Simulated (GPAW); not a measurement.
Records of electronic-structure calculations.

**K3LiCl4 (ordered alloy, started on the rocksalt lattice) (Pm-3m): one start, several treatments of the self-energy**

The structure is cubic, space group Pm-3m (No. 221). The conventional cell has a = 6.182 Å, b = 6.182 Å, c = 6.182 Å, α = 90.00°, β = 90.00°, γ = 90.00°. Nearest to Li lie 6 Cl at 3.09 Å. Cl has 6 K at 3.09 Å nearest. Nearest to K lie 6 Cl at 3.09 Å. Nearest to Cl lie 4 K at 3.09 Å and 2 Li at 3.09 Å. Farther neighbours and most contacts between anions are not listed.

```xyz
8
Lattice="6.1821 0.0000 0.0000 0.0000 6.1821 0.0000 0.0000 0.0000 6.1821" Properties=species:S:1:pos:R:3 pbc="T T T"
Li    0.0000    0.0000    0.0000
Cl    3.0910    3.0910    3.0910
K     3.0910    3.0910    0.0000
Cl    0.0000    0.0000    3.0910
K     3.0910    0.0000    3.0910
Cl    0.0000    3.0910    0.0000
K     0.0000    3.0910    3.0910
Cl    3.0910    0.0000    0.0000
```

| Item | Value |
| --- | --- |
| method | DFT, PBE, plane waves, PAW (and 3 further levels or steps) |
| program | GPAW 26.7.0 |
| settings of one run | cutoff 600 eV, GPAW PAW setups 1.2.1 data release, 2×2×2 k-mesh, nbands 546 |
| cost | 6 runs, 13 min in all on 4 MPI ranks of Arm Neoverse V1, shared host (the runs of this entry) |
| notes | The structure was built from a prototype and need not be the compound’s stable phase. The structure was relaxed with PBE. The structure type comes from a generator and need not be one that this composition takes. Bands and cutoff are finite, so the gap is not at the basis limit. The miss can reach some tenths of an eV and take either sign; the mesh is an error of its own. The 2×2×2 mesh is coarse for this cell, which bears on the long-range parts of exchange and screening. |
| G0W0, Godby-Needs plasmon pole | 7.198 eV |
| one-shot HSE06 | 5.952 eV |
| G0W0, extrapolated in the cutoff | 7.625 eV |
| one-shot Hartree-Fock | 12.711 eV |
| G0W0, full frequency, Hilbert transform | 7.203 eV |
| known limits | not at the basis limit; coarse k mesh |

One-shot HSE06: −1.246 eV against G0W0, Godby-Needs plasmon pole. G0W0, extrapolated in the cutoff: +0.427 eV against G0W0, Godby-Needs plasmon pole, at other bands or cutoff, so not like for like.

[Paths, hosts, dates, memory and timing lines, banners, echoed tables and standing remarks are left out of the program output.]

[Logs are printed without paths, hosts, clocks, repeated set-up lines and the standing remarks that a program may print on its own settings, such as how far it seeks lower states.]

[Runs of the session that timed out or met a known fault of the program may be left out.]

[Hosts, paths, dates, database ids (printed as entryN), source tags and the programs' standing remarks are cut or masked in the printed files.]
